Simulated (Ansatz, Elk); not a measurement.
# Bonding as seen by X-rays: CaPd2N2

The structure of CaPd2N2 used here is made up (a known structure type with other elements) and was relaxed beforehand with r2SCAN. The aim is the Fourier transform of its all-electron density, F(hkl), set beside the sum over free spherical atoms that refinements use.

Main program and level: Elk 11.2.3 (patched build); DFT, PBE, all-electron APW+lo, Dirac cores, scalar-relativistic bands, static density, no spin.

This account leaves out most program logs.

The structure was built from a prototype and need not be the compound's stable phase.

### Step 1. Set-up

Symmetry: I4/mmm, No. 139, tetragonal system. The conventional cell has a = 3.766 Å, b = 3.766 Å, c = 9.977 Å, α = 90.00°, β = 90.00°, γ = 90.00°. Pd has 4 N at 2.66 Å and 4 Pd at 2.66 Å nearest. Nearest to Ca lie 8 N at 2.73 Å. Nearest to N lie 1 N at 1.23 Å and 4 Pd at 2.66 Å and 4 Ca at 2.73 Å. Farther neighbours and most contacts between anions are not listed.

Coordinates:

```cif
data_structure
_symmetry_space_group_name_H-M 'P 1'
_symmetry_Int_Tables_number 1
_cell_length_a 5.6548
_cell_length_b 5.6548
_cell_length_c 5.6548
_cell_angle_alpha 141.095
_cell_angle_beta 141.095
_cell_angle_gamma 56.194
_cell_volume 70.76
loop_
_atom_site_label
_atom_site_type_symbol
_atom_site_fract_x
_atom_site_fract_y
_atom_site_fract_z
_atom_site_occupancy
Pd1 Pd 0.25000 0.75000 0.50000 1
Pd2 Pd 0.75000 0.25000 0.50000 1
Ca3 Ca 0.00000 0.00000 0.00000 1
N4 N 0.56155 0.56155 0.00000 1
N5 N 0.43845 0.43845 0.00000 1
```

### Step 2. Ground state and structure factors

An all-electron density is needed, since X-rays see the cores too. Task 0 finds the density and task 195 Fourier-transforms it; tshift is off so that phases refer to the origin typed.

Input file elk.in:

```
tasks
  0
  195

xctype
  20

spinpol
  .false.

rgkmax
  7.0

gmaxvr
  14.0

lmaxo
  7

lmaxapw
  8

swidth
  0.002

tshift
  .false.

ramdisk
  .false.

hmaxvr
  5.5

maxscl
  120

epspot
  1e-06

sppath
  './'

avec
  -3.55871940614 3.55871940614 9.42675293429
  3.55871940614 -3.55871940614 9.42675293429
  3.55871940614 3.55871940614 -9.42675293429

atoms
  3
  'Pd.in'
  2
  0.2500000000 0.7500000000 0.5000000000   0.000000 0.000000 0.000000
  0.7500000000 0.2500000000 0.5000000000   0.000000 0.000000 0.000000
  'Ca.in'
  1
  0.0000000000 0.0000000000 0.0000000000   0.000000 0.000000 0.000000
  'N.in'
  2
  0.5615511520 0.5615511520 -0.0000000000   0.000000 0.000000 0.000000
  0.4384488480 0.4384488480 -0.0000000000   0.000000 0.000000 0.000000

ngridk
  8 8 8
```

Launch:

```console
$ OMP_NUM_THREADS=4 elk
```

Run time: 47 s. Hardware: 4 threads of Intel Xeon 6975P-C (Granite Rapids), shared host; peak memory 0.21 GiB; 2.6 min of CPU time.

SFACRHO.OUT:

```text

h k l indices transformed by vhmat matrix:
   1.000000000       0.000000000       0.000000000    
   0.000000000       1.000000000       0.000000000    
   0.000000000       0.000000000       1.000000000    

      h      k      l  multipl.   |H|            Re(F)            Im(F)           |F|

      0      0      0      1   0.0000000       126.00000      0.27926312E-16   126.00000    
     -1     -1      1      2  0.66652700      -59.666775      0.10354995E-13   59.666775    
      0      1      0      8  0.94359851       5.7188700      0.10354995E-15   5.7188700    
      0      0      1      4   1.2484499      -50.969774      0.89243597E-14   50.969774    
      2      2     -2      2   1.3330540       88.036494      0.18224791E-13   88.036494    
      2      1     -2      8   1.3337521       10.591649      -0.0000000       10.591649    
     -2      0      1      8   1.4152333       92.814975     -0.13254393E-13   92.814975    
      1     -1      1      4   1.7655748       86.424885     -0.69810693E-14   86.424885    
      1      3     -2      8   1.8263790      -52.980604     -0.30650784E-13   52.980604    
      3      2     -3      8   1.8857167       14.701830      -0.0000000       14.701830    
      2      0      0      8   1.8871970      -47.549198      -0.0000000       47.549198    
     -3     -3      3      2   1.9995810      -55.558861      0.13357943E-12   55.558861    
      0     -1      2     16   2.0019072       5.6808241      0.10354995E-15   5.6808241    
     -3     -1      3      8   2.2123036       70.924750     -0.48047175E-13   70.924750    
      2      1     -3     16   2.2127243       8.6806188      -0.0000000       8.6806188    
     -4     -2      3      8   2.3573187       64.666454     -0.47218776E-13   64.666454    
     -3     -4      4      8   2.4942889       14.610882     -0.35206982E-14   14.610882    
      2     -2      0      4   2.4968998       71.276723     -0.14821516E-15   71.276723
```

Elk indexes on the primitive cell of elk.in and gives |H| = 4π sin θ/λ in inverse bohr. Below, one row stands for each form hkl of the conventional cell (m members, Friedel mates merged), F is for one primitive cell and the density is static (no thermal factor). Free-atom factors are Waasmaier and Kirfel's, and R is Σm||F|−|F'||/Σm|F|. Elk warned that it couldn't find a linearisation energy, which lowers the accuracy of some states in this run and its variants.

```csv
hkl,m,sin θ/λ (Å⁻¹),"abs F, DFT",neutral atoms,diff.
002,2,0.100,59.667,60.185,-0.518
101,8,0.142,5.719,5.740,-0.021
110,4,0.188,50.970,51.900,-0.931
004,2,0.201,88.037,88.990,-0.953
103,8,0.201,10.592,10.655,-0.064
112,8,0.213,92.815,93.157,-0.342
200,4,0.266,86.425,86.587,-0.163
114,8,0.275,52.981,53.276,-0.295
105,8,0.284,14.702,14.522,+0.180
202,8,0.284,47.549,47.812,-0.263
006,2,0.301,55.559,55.680,-0.121
211,16,0.301,5.681,5.739,-0.058
204,8,0.333,70.925,70.903,+0.022
213,16,0.333,8.681,8.643,+0.038
116,8,0.354,64.666,64.578,+0.088
107,8,0.375,14.611,14.739,-0.128
220,4,0.376,71.277,71.143,+0.133
215,16,0.389,11.572,11.601,-0.029
222,8,0.389,41.574,41.469,+0.105
008,2,0.401,59.061,58.717,+0.345
206,8,0.401,47.607,47.471,+0.136
301,8,0.401,5.186,5.202,-0.016
```

### Step 3. The highest occupied states alone

An energy window below the Fermi level keeps the highest occupied states, to see at which angles they scatter; shallow core shells can lie inside it and anion s states outside. No new self-consistency is needed.

Edit elk.in of step 2 so:

```diff
@@ -1,3 +1,2 @@
 tasks
-  0
   195
@@ -40,2 +39,5 @@
 
+wsfac
+  -0.142560 0.598430
+
 sppath
```

Launch:

```console
$ OMP_NUM_THREADS=4 elk
```

Wall time 8.3 s (4 threads); peak memory 0.16 GiB.

States within 12 eV below the Fermi level hold 30.00 electrons; any levels below the window count with the cores. Their amplitudes can exceed the total, where window and core parts have opposite phase:

```csv
hkl,sin θ/λ (Å⁻¹),"abs F, window","abs F, all"
002,0.100,10.871,59.667
101,0.142,4.976,5.719
110,0.188,4.674,50.970
004,0.201,7.125,88.037
103,0.201,1.031,10.592
112,0.213,10.172,92.815
200,0.266,7.651,86.425
114,0.275,5.138,52.981
105,0.284,1.887,14.702
202,0.284,2.754,47.549
```

### Step 4. Another try

In this try the input is made faulty on purpose, to show what that does.

The input is changed as shown.

Edit elk.in of step 3 so:

```diff
@@ -1,2 +1,3 @@
 tasks
+  0
   195
@@ -34,3 +35,3 @@
 maxscl
-  120
+  40
 
@@ -39,7 +40,7 @@
 
-wsfac
-  -0.142560 0.598430
-
 sppath
   './'
+
+scale
+  0.52917721
```

Launch:

```console
$ OMP_NUM_THREADS=4 elk
```

Run time: 35 s. Hardware: 4 threads; peak memory 0.17 GiB; 2.1 min of CPU time.

The run finished. A setting was moved off its sound value on purpose, so it serves as a test and not as the result.

The fault put into the input: lattice vectors in angstrom read as bohr.

Its structure factors differ from the first run's by R = 30.1 %.

### Step 5. Another functional

The difference from free atoms is small, so it is set against the change that LDA (Perdew-Wang) makes.

Edit elk.in of step 4 so:

```diff
@@ -5,3 +5,3 @@
 xctype
-  20
+  3
 
@@ -35,3 +35,3 @@
 maxscl
-  40
+  120
 
@@ -42,5 +42,2 @@
   './'
-
-scale
-  0.52917721
```

Launch:

```console
$ OMP_NUM_THREADS=4 elk
```

It took 30 s on 4 threads; peak memory 0.17 GiB; 99 s of CPU time.

Against the first run R = 0.04 %; the largest change is -0.085 at 200.

### Step 6. A coarser k-mesh

About half the k-points along each axis test the sampling.

Edit elk.in of step 5 so:

```diff
@@ -5,3 +5,3 @@
 xctype
-  3
+  20
 
@@ -63,2 +63,2 @@
 ngridk
-  8 8 8
+  4 4 4
```

Launch:

```console
$ OMP_NUM_THREADS=4 elk
```

Wall time 23 s (4 threads); peak memory 0.23 GiB.

Against the first run R = 0.01 %; the largest change is -0.007 at 400.

### Step 7. Settings against the effect

```csv
run,R against the first run (%),"R against neutral atoms, low angle (%)",wall time
"PBE, rgkmax 7",0.00,0.63,47 s
LDA (Perdew-Wang),0.04,0.66,30 s
k-mesh 4×4×4,0.01,0.63,23 s
```

### Step 8. Summary of results

```
R against neutral atoms, sin θ/λ < 0.3 Å⁻¹ : 0.63 %
R against neutral atoms, 0.3 to 0.82 Å⁻¹   : 0.33 %
```

Independent neutral atoms miss the calculated amplitudes by R = 0.63 % below 0.3 Å⁻¹ and 0.33 % from there to 0.82 Å⁻¹; by shells, 0.73 % below 0.15 Å⁻¹ (2 forms), 0.62 % 0.15 to 0.3 (8 forms), 0.30 % 0.3 to 0.45 (17 forms), 0.34 % above 0.45 (101 forms). Bonding, aspherical density and the tables' own atoms all enter these figures, and the runs don't part them. The largest change of an amplitude is -0.95 electrons, at 004. The window's part falls from 30.0 electrons at the origin to at most 0.62 between 0.45 and 0.82 Å⁻¹. Below 0.3 Å⁻¹ the changes that finished (LDA (Perdew-Wang) and k-mesh 4×4×4) move F by R = 0.08 % at most, against the 0.63 % that separates it from free atoms. The basis has no finished test. These runs have no spin, though d or f shells may be open. Part of the difference isn't bonding: the tables are fits to free atoms and ions calculated by other methods than this functional. Thermal motion, anomalous dispersion and extinction are left out.

[Logs are printed without paths, hosts, clocks, repeated set-up lines and the standing remarks that a program may print on its own settings, such as how far it seeks lower states.]

[Hosts, paths, dates, database ids (printed as entryN), source tags and the programs' standing remarks are cut or masked in the printed files.]
